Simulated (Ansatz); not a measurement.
# How LiPS3 absorbs and reflects light

What colour and refractive index does LiPS3 have at this level of theory?

Method: DFT, PBE, plane-wave PAW, default files, scalar-relativistic, independent-particle optical response without local fields, in Ansatz 0.2.0.

Most raw output is cut from this account.

**1. Set-up**

Symmetry: C2/m, No. 12, monoclinic system. The conventional cell has a = 11.116 Å, b = 7.007 Å, c = 6.525 Å, α = 90.00°, β = 125.57°, γ = 90.00°. Nearest to S lie 1 P at 1.96 Å and 2 Li at 2.56 Å. S has 1 P at 1.98 Å and 2 Li at 2.60 Å nearest. S has 2 P at 2.14 Å nearest. Nearest to P lie 4 S at 1.96 to 2.14 Å. Nearest to Li lie 4 S at 2.56 to 2.60 Å. Farther neighbours and most contacts between anions are not listed.

**2. Ground state and bands**

The self-consistent density comes first; it also tells whether there is a gap, which decides the occupations and the need for a Drude term.

This step: DFT, PBE, plane-wave PAW, default files, scalar-relativistic, ground state (Ansatz 0.2.0).

The input, input.yaml:

```yaml
crystal:
  lattice:
    - [5.5578, -3.5035, 0.0]
    - [5.5578, 3.5035, 0.0]
    - [-3.7957895619, 0.0, 5.3074392707]
  atoms:
    - { symbol: S, position: [0.6808, 0.6808, 0.0615] }
    - { symbol: S, position: [0.3192, 0.3192, 0.9385] }
    - { symbol: S, position: [0.8022, 0.8022, 0.6739] }
    - { symbol: S, position: [0.1978, 0.1978, 0.3261] }
    - { symbol: S, position: [0.7788, 0.2212, 0.5] }
    - { symbol: S, position: [0.2212, 0.7788, 0.5] }
    - { symbol: P, position: [0.8461, 0.8461, 0.4194] }
    - { symbol: P, position: [0.1539, 0.1539, 0.5806] }
    - { symbol: Li, position: [0.2407, 0.7593, 0.0] }
    - { symbol: Li, position: [0.7593, 0.2407, 0.0] }
kpoints:
  mp_grid: { grid: [4, 4, 4] }
  band_path:
    path:
      - [[0.0, 0.0, 0.0], [-0.87913174, -0.87913174, -0.07032429], [-0.3768005, -0.3768005, -0.58414109], [-1.38146297, -1.38146297, 1.44349252], [0.0, 0.0, 0.5], [-0.5, 0.5, 0.5], [-0.6231995, 0.3768005, 0.58414109]]
      - [[0.38146297, 1.38146297, -1.44349252], [-0.12086826, 0.87913174, -0.92967571], [-0.5, 0.5, 0.0], [0.0, 0.0, 0.0], [-0.5, 0.0, -0.5]]
      - [[-0.5, 0.0, 0.0], [0.0, 0.0, 0.0]]
    npoints: 5
scf:
  occupations: { method: fermi_dirac, width: 0.05 }
  n_extra_bands: 14
hamiltonian:
  xc: pbe
  pseudopotentials: { kind: paw }
output:
  forces: true
  stress: true
  populations: true
  write_bands: true
```

On the command line:

```
$ ansatz run input.yaml --threads 4 --pin off --max-ram 8192MiB --backend cpu --events-out ev --progress --plain --runs-dir out
```

The job ended after 4.9 s (4 threads of Arm Neoverse V2, shared host; peak memory 0.66 GiB).

Numbers from this step:

```
free energy                  : -7338.7613 eV
Fermi energy                 : 4.743 eV
gap by band count            : 1.853 eV
electrons                    : 52
symmetry operations          : 4
pressure                     : 2.752 GPa
gap on the k-mesh            : 1.853 eV
volume                       : 206.7 Å³
gap on the path              : 1.853 eV
least direct gap on the path : 2.237 eV
```

There is a gap, 1.85 eV on the path, so no carriers' term is needed. The cell is left with a pressure of 2.8 GPa and forces up to 0.77 eV/Å, as it stands unrelaxed at this level.

Electronic bands along the path, in eV, zero at the Fermi level; v1 is the highest filled band, c1 the lowest empty one:

```
          point     v4     v3     v2     v1    c1    c2    c3    c4
              Γ  -1.72  -1.46  -1.36  -0.93  1.31  1.82  2.26  3.04
0.60 of the way  -2.10  -1.94  -1.45  -1.22  1.69  2.30  2.42  3.20
              Y  -1.86  -1.47  -1.32  -0.95  1.30  1.93  2.20  3.16
0.60 of the way  -1.84  -1.56  -1.53  -1.31  1.64  1.95  2.60  3.18
              F  -1.85  -1.56  -1.40  -1.30  1.57  2.04  2.55  3.10
0.40 of the way  -1.92  -1.84  -1.37  -1.35  1.13  2.01  2.08  3.12
              H  -1.81  -1.57  -1.41  -1.34  1.57  2.07  2.56  3.07
0.40 of the way  -1.68  -1.58  -1.39  -1.15  1.13  1.99  2.09  3.34
              Z  -1.69  -1.64  -1.64  -1.56  0.93  1.82  1.90  3.23
0.40 of the way  -1.96  -1.83  -1.68  -1.58  1.29  1.66  2.29  3.46
              I  -1.70  -1.63  -1.63  -1.40  1.68  2.02  2.65  3.02
0.40 of the way  -1.71  -1.59  -1.59  -1.38  1.66  2.02  2.63  3.03
             F1  -1.85  -1.56  -1.40  -1.30  1.57  2.04  2.55  3.10
     jump to H1  -1.81  -1.57  -1.41  -1.34  1.57  2.07  2.56  3.07
0.60 of the way  -1.74  -1.48  -1.32  -0.98  1.30  1.91  2.23  2.98
             Y1  -1.86  -1.47  -1.32  -0.95  1.30  1.93  2.20  3.16
0.40 of the way  -1.96  -1.63  -1.36  -1.25  1.33  2.24  2.38  3.00
              X  -2.17  -2.02  -1.46  -1.18  1.70  2.28  2.47  3.26
0.40 of the way  -2.18  -2.00  -1.54  -1.05  1.61  1.95  2.50  2.87
              Γ  -1.72  -1.46  -1.36  -0.93  1.31  1.82  2.26  3.04
0.60 of the way  -2.10  -1.84  -1.52  -1.35  1.12  1.79  2.23  3.40
              N  -1.84  -1.65  -1.55  -1.26  1.30  2.24  2.30  3.43
      jump to M  -1.97  -1.62  -1.58  -1.39  1.13  2.08  2.36  2.95
0.60 of the way  -1.95  -1.58  -1.29  -1.09  1.26  1.91  2.31  2.99
              Γ  -1.72  -1.46  -1.36  -0.93  1.31  1.82  2.26  3.04
```

**3. Spectrum**

With the density converged, the vertical transitions are summed over the zone.

This step: DFT, PBE, plane-wave PAW, default files, scalar-relativistic, independent-particle optical response without local fields (Ansatz 0.2.0).

input.yaml, the sections that differ from step 2:

```yaml
kpoints:
  mp_grid: { grid: [4, 4, 4] }
scf:
  occupations: { method: fixed }
output:
  optics:
    e_range: [0, 14]
    de: 0.05
    sigma: 0.15
    nscf_kmesh: { grid: [4, 4, 4] }
    bands: { spectra_wanted_up_to: 14 }
# crystal, hamiltonian: as in step 2
```

Run time: 45 s. Hardware: 4 threads; peak memory 1.8 GiB.

Read-outs, printed or worked out from the files:

| Quantity | Value |
| --- | --- |
| electronic dielectric constant ε∞, mean over x, y and z (by symmetry where fewer were run) | 6.150 |
| absorption onset, first axis (α over 10⁴ cm⁻¹, or the direct gap if that lies higher) | 2.237 eV |
| main peak of Im epsilon, first axis | 7.478 eV |
| photocurrent from vertical transitions in a film 500 nm thick on a perfect mirror (two passes), AM1.5G, no front reflection, all carriers collected | 9.804 mA/cm² |
| least direct gap on the mesh | 2.237 eV |
| bands summed | 82 |
| spectra valid up to | 18.64 eV |
| program's estimate of the k-sum error in Im epsilon | 0.11 % |
| electrons in the f-sum | 40.37 |

The Im ε by photon energy; read off at these points:

```
photon energy (eV)    E ∥ x    E ∥ y   E ∥ z
             1.750        0        0       0
             2.000  0.00225  0.00538  9.0e-4
             2.250    0.446    0.367   0.173
             2.500     2.47     1.99    1.05
             2.750     2.87     1.40    1.86
             3.000     4.27     1.59    2.67
             3.250     7.86     2.93    3.63
             3.350     8.15     3.02    3.97
             3.500     7.76     3.48    4.75
             3.750     5.97     4.53    3.99
             4.000     5.54     3.40    3.72
             4.250     6.10     2.58    3.70
             4.500     6.09     2.44    4.54
             4.750     6.09     2.56    6.34
             5.000     6.05     2.33    8.34
             5.250     5.16     2.48    10.5
             5.350     4.76     2.62    10.8
             5.500     4.32     2.78    9.85
             5.750     3.92     2.94    6.92
             6.000     4.23     3.00    5.24
             6.250     5.17     4.22    5.37
             6.500     5.64     5.03    6.24
             6.750     6.79     4.97    7.12
             7.000     8.42     5.70    6.23
             7.250     11.5     6.68    6.78
             7.500     14.6     7.80    7.66
             7.750     10.4     7.55    8.43
             8.000     7.19     8.34    7.97
             8.250     6.69     12.7    8.73
             8.350     6.26     13.1    8.08
             8.500     5.32     11.5    6.28
             8.750     4.76     8.47    5.90
             9.000     5.15     6.82    6.17
             9.250     4.89     5.90    6.01
             9.500     3.90     5.98    4.73
             9.750     3.75     4.78    4.25
            10.000     3.54     4.44    3.79
            10.250     2.94     4.09    3.17
            10.500     2.74     3.71    2.77
            10.750     2.43     3.25    2.19
            11.000     2.08     2.66    2.14
            11.250     1.74     2.52    1.92
            11.500     1.52     2.31    1.60
            11.750     1.45     1.97    1.38
            12.000     1.41     1.72    1.36
            12.250     1.20     1.57    1.37
            12.500     1.06     1.34    1.31
            12.750     1.00     1.17    1.17
            13.000    0.960     1.06   0.993
            13.250    0.896    0.968   0.928
            13.500    0.818    0.933   0.865
            13.750    0.759    0.934   0.774
            14.000    0.731    0.938   0.685
```

Table of Re ε by photon energy:

```
photon energy (eV)   E ∥ x   E ∥ y   E ∥ z
               0.0    6.81    5.37    6.27
               0.5    6.88    5.41    6.32
               1.0    7.11    5.54    6.49
               1.5    7.57    5.82    6.82
               2.0    8.61    6.44    7.48
               2.5    10.3    7.16    8.75
               3.0    11.0    7.34    8.91
               3.5    6.56    6.92    8.16
               4.0    5.83    4.30    7.32
               4.5    4.74    4.94    8.60
               5.0    3.55    5.12    8.31
               5.5    3.55    5.66    2.32
               6.0    5.35    6.25    2.39
               6.5    5.98    6.17    4.04
               7.0    6.33    6.41    2.67
               7.5   0.637    5.40    2.63
               8.0   -3.17    5.94   0.687
               8.5   -2.87   -1.73   -2.20
               9.0   -2.01   -2.77   -1.40
               9.5   -2.62   -2.65   -2.89
              10.0   -2.52   -2.53   -2.96
              10.5   -2.29   -2.54   -2.73
              11.0   -2.24   -2.43   -2.07
              11.5   -1.80   -2.17   -1.93
              12.0   -1.53   -1.91   -1.43
              12.5   -1.28   -1.66   -1.31
              13.0   -1.05   -1.31   -1.20
              13.5  -0.903   -1.00   -1.01
              14.0  -0.733  -0.882  -0.822
```

Table of loss function −Im 1/ε at q → 0 by energy loss; read off at these points:

```
energy loss (eV)   E ∥ x   E ∥ y   E ∥ z
            1.50       0       0       0
            2.00  3.0e-5  1.3e-4  1.6e-5
            2.50  0.0221  0.0360  0.0135
            3.00  0.0305  0.0282  0.0308
            3.50  0.0752  0.0580  0.0532
            4.00  0.0857   0.113  0.0552
            4.50   0.102  0.0805  0.0480
            5.00   0.123  0.0736  0.0602
            5.35   0.144  0.0684  0.0784
            5.50   0.138  0.0699  0.0962
            6.00  0.0909  0.0624   0.158
            6.50  0.0834  0.0794   0.113
            7.00  0.0758  0.0775   0.136
            7.50  0.0682  0.0866   0.117
            8.00   0.116  0.0795   0.125
            8.50   0.146  0.0854   0.142
            9.00   0.168   0.126   0.154
            9.50   0.177   0.140   0.154
           10.00   0.187   0.170   0.164
           10.50   0.215   0.184   0.183
           11.00   0.223   0.205   0.241
           11.50   0.274   0.230   0.254
           12.00   0.325   0.261   0.350
           12.50   0.382   0.294   0.381
           13.00   0.472   0.375   0.410
           13.50   0.551   0.497   0.488
           14.00   0.682   0.566   0.599
```

Values under 1 per cm are given as 1. The absorption coefficient by photon energy:

```
photon energy (eV)  E ∥ x (1/cm)  E ∥ y (1/cm)  E ∥ z (1/cm)
             0.000             1             1             1
             0.500             1             1             1
             1.000             1             1             1
             1.500             1             1             1
             2.000          77.5           215          33.3
             2.500         96903         93288         44781
             3.000         1.9e5         88580         1.3e5
             3.500         4.8e5         2.3e5         2.8e5
             4.000         4.3e5         3.1e5         2.7e5
             4.500         5.6e5         2.4e5         3.4e5
             5.000         6.7e5         2.5e5         6.7e5
             5.500         5.6e5         3.2e5         1.1e6
             6.000         5.2e5         3.6e5         7.9e5
             6.500         7.0e5         6.2e5         8.6e5
             7.000         1.0e6         7.4e5         1.0e6
             7.500         2.0e6         1.1e6         1.3e6
             8.000         1.9e6         1.2e6         1.6e6
             8.500         1.8e6         2.2e6         1.8e6
             9.000         1.8e6         2.1e6         1.8e6
             9.500         1.8e6         2.1e6         2.0e6
            10.000         1.9e6         2.0e6         2.0e6
            10.500         1.8e6         2.0e6         1.9e6
            11.000         1.8e6         1.9e6         1.8e6
            11.500         1.7e6         1.9e6         1.7e6
            12.000         1.6e6         1.8e6         1.6e6
            12.500         1.5e6         1.7e6         1.6e6
            13.000         1.5e6         1.6e6         1.5e6
            13.500         1.4e6         1.5e6         1.5e6
            14.000         1.3e6         1.5e6         1.4e6
```

The reflectivity at normal incidence has structure finer than the step of the table below, so its rows give means over 0.5 eV, whole bins alone (the curve runs from 0 to 14 eV). Peaks (eV: height): E ∥ x 3.25: 33.9, 7.75: 52.0, 11.15: 52.9; E ∥ y 3.65: 24.3, 8.60: 48.0, 12.55: 52.7; E ∥ z 5.40: 38.4, 8.40: 45.4, 10.65: 53.8, 12.95: 50.4.

The reflectivity at normal incidence by photon energy; means over each step:

```
photon energy (eV)  E ∥ x (%)  E ∥ y (%)  E ∥ z (%)
               0.5       20.1       15.9       18.6
               1.0       20.7       16.3       19.1
               1.5       21.8       17.2       19.9
               2.0       24.4       19.1       21.7
               2.5       28.1       21.1       24.7
               3.0       31.2       21.6       26.3
               3.5       31.3       23.4       26.6
               4.0       26.6       19.3       24.5
               4.5       27.3       17.3       28.1
               5.0       26.6       17.8       33.9
               5.5       21.7       19.8       37.1
               6.0       22.6       22.0       26.8
               6.5       26.9       25.4       27.8
               7.0       33.4       27.2       29.2
               7.5       46.9       31.0       32.7
               8.0       48.8       34.3       37.7
               8.5       46.0       46.7       42.4
               9.0       42.1       46.0       40.9
               9.5       46.1       45.0       47.3
              10.0       47.0       45.3       49.3
              10.5       48.6       47.0       52.1
              11.0       51.8       49.2       50.6
              11.5       51.6       49.2       52.8
              12.0       49.6       51.0       48.2
              12.5       50.4       52.3       47.0
              13.0       47.7       51.2       49.8
              13.5       46.9       47.2       48.8
```

Optical constants at common wavelengths, from n + ik = √ε:

```
wavelength (nm)   n x    k x  R (%) x      1/α x   n y    k y  R (%) y      1/α y
           1550  2.64  0.000     20.4  over 1 mm  2.34  0.000     16.1  over 1 mm
           1064  2.69  0.000     21.0  over 1 mm  2.37  0.000     16.5  over 1 mm
            800  2.76  0.000     22.0  over 1 mm  2.42  0.000     17.2  over 1 mm
            633  2.91  0.000     23.9     381 µm  2.52  0.000     18.7     120 µm
            450  3.22  0.448     28.5      80 nm  2.52  0.276     19.2     130 nm
            405  3.43  0.736     32.0      44 nm  2.76  0.357     22.6      90 nm
            193  2.61  1.027     25.9      15 nm  2.69  0.917     25.6      17 nm
```

Rows near the edge hang on the gap, which this functional as a rule makes too small, and phonon-assisted absorption is left out.

Through 1 µm of it, D65 light comes out orange (x = 0.577, y = 0.421; 28 % transmitted). A larger true gap would move the edge to shorter wavelengths and change the colour.

The f-sum over the summed bands holds 40.4 of the cell's 52 electrons outside the frozen cores, 16 of which lie in bands more than 12 eV below the Fermi level, whose transitions come at higher energies. Up to 14 eV the strength has a mean oscillator energy of 6.4 eV, close to the main peak.

**4. Static response with local fields**

Perturbation theory gives the static response with local fields and the functional's kernel, and it needs no empty bands.

This step: DFT, PBE, plane-wave PAW, default files, scalar-relativistic, static field response by perturbation theory with local fields (Ansatz 0.2.0).

input.yaml: that of step 3 with these lines changed.

```diff
@@ -23,8 +23,2 @@
   pseudopotentials: { kind: paw }
-output:
-  optics:
-    e_range: [0, 14]
-    de: 0.05
-    sigma: 0.15
-    nscf_kmesh: { grid: [4, 4, 4] }
-    bands: { spectra_wanted_up_to: 14 }
+dielectric: {}
```

Wall time 61 s (4 threads); peak memory 1.7 GiB.

Numbers from this step:

- electronic dielectric constant ε∞, mean over x, y and z (by symmetry where fewer were run): 5.174

ε∞ with local fields:

```
6.02 0.00 0.10
0.00 4.46 0.00
0.10 0.00 5.04
```

Diagonal elements. Born, by row:

```
atom  Z*xx (e)  Z*yy (e)  Z*zz (e)
  S1    -1.416    -0.752    -2.171
  S2    -1.416    -0.752    -2.171
  S3    -1.896    -0.914    -1.561
  S4    -1.896    -0.914    -1.561
  S5    -1.669    -0.519    -0.757
  S6    -1.669    -0.519    -0.757
  P7     3.856     1.003     3.133
  P8     3.856     1.003     3.133
 Li9     1.125     1.182     1.357
Li10     1.125     1.182     1.357
```

The principal values of the ε∞ with local fields are 4.46, 5.03 and 6.03.

**5. Results**

```yaml
gap_on_the_path: 1.85 eV
least_direct_gap_on_the_path: 2.24 eV
electronic_dielectric_constant_eps_infinity_mean_over_x_y_and_z_by_symmetry_where_fewer_were_run_independent_particles: 6.15
absorption_onset_first_axis_alpha_over_1e4_cm_minus1_or_the_direct_gap_if_that_lies_higher: 2.24 eV
main_peak_of_im_epsilon_first_axis: 7.48 eV
photocurrent_from_vertical_transitions_in_a_film_500_nm_thick_on_a_perfect_mirror_two_passes_am1p5g_no_front_reflection_all_carriers_collected: 9.80 mA/cm²
electronic_dielectric_constant_eps_infinity_mean_over_x_y_and_z_by_symmetry_where_fewer_were_run_static_response_with_local_fields: 5.17
```

**Reading.** At this level (PBE, independent particles) LiPS3 has a mean ε∞ = 6.15 (5.17 with local fields) and n = 2.64 at 1550 nm (E ∥ x); absorption sets in near 2.2 eV, and Im ε peaks at 7.5 eV (E ∥ x). The gap is indirect (1.85 eV), so absorption without phonons can begin only at the direct gap of 2.24 eV. Absorption passes 10⁴ cm⁻¹ from the direct gap on, 2.24 eV, inside the visible range. Distinct maxima of Im ε, read by a parabola through the highest points, lie at 3.33 eV (8.2), 4.37 eV (6.3) and 7.48 eV (15) for E ∥ x. The static values by axis are 6.81 (x), 5.37 (y), 6.27 (z). The f-sum over the summed bands holds 40.4 of the cell's 52 electrons outside the frozen cores, 16 of which lie in bands more than 12 eV below the Fermi level, whose transitions come at higher energies. Up to 14 eV the strength has a mean oscillator energy of 6.4 eV, close to the main peak. Through 1 µm of it, D65 light comes out orange (x = 0.577, y = 0.421; 28 % transmitted). A larger true gap would move the edge to shorter wavelengths and change the colour. With local fields and the functional's kernel the static response is 5.17 against 6.15 for independent particles (-16 %). In the base spectrum excitons and phonon-assisted transitions are missing, and so are local fields; PBE gaps are as a rule too small, which pulls the onset down and ε∞ up. In the base run ε includes the program's bounded estimate of what the bands above those summed add.

[Logs are printed without paths, hosts, clocks, repeated set-up lines and the standing remarks that a program may print on its own settings, such as how far it seeks lower states.]

[Hosts, paths, dates, database ids (printed as entryN), source tags and the programs' standing remarks are cut or masked in the printed files.]
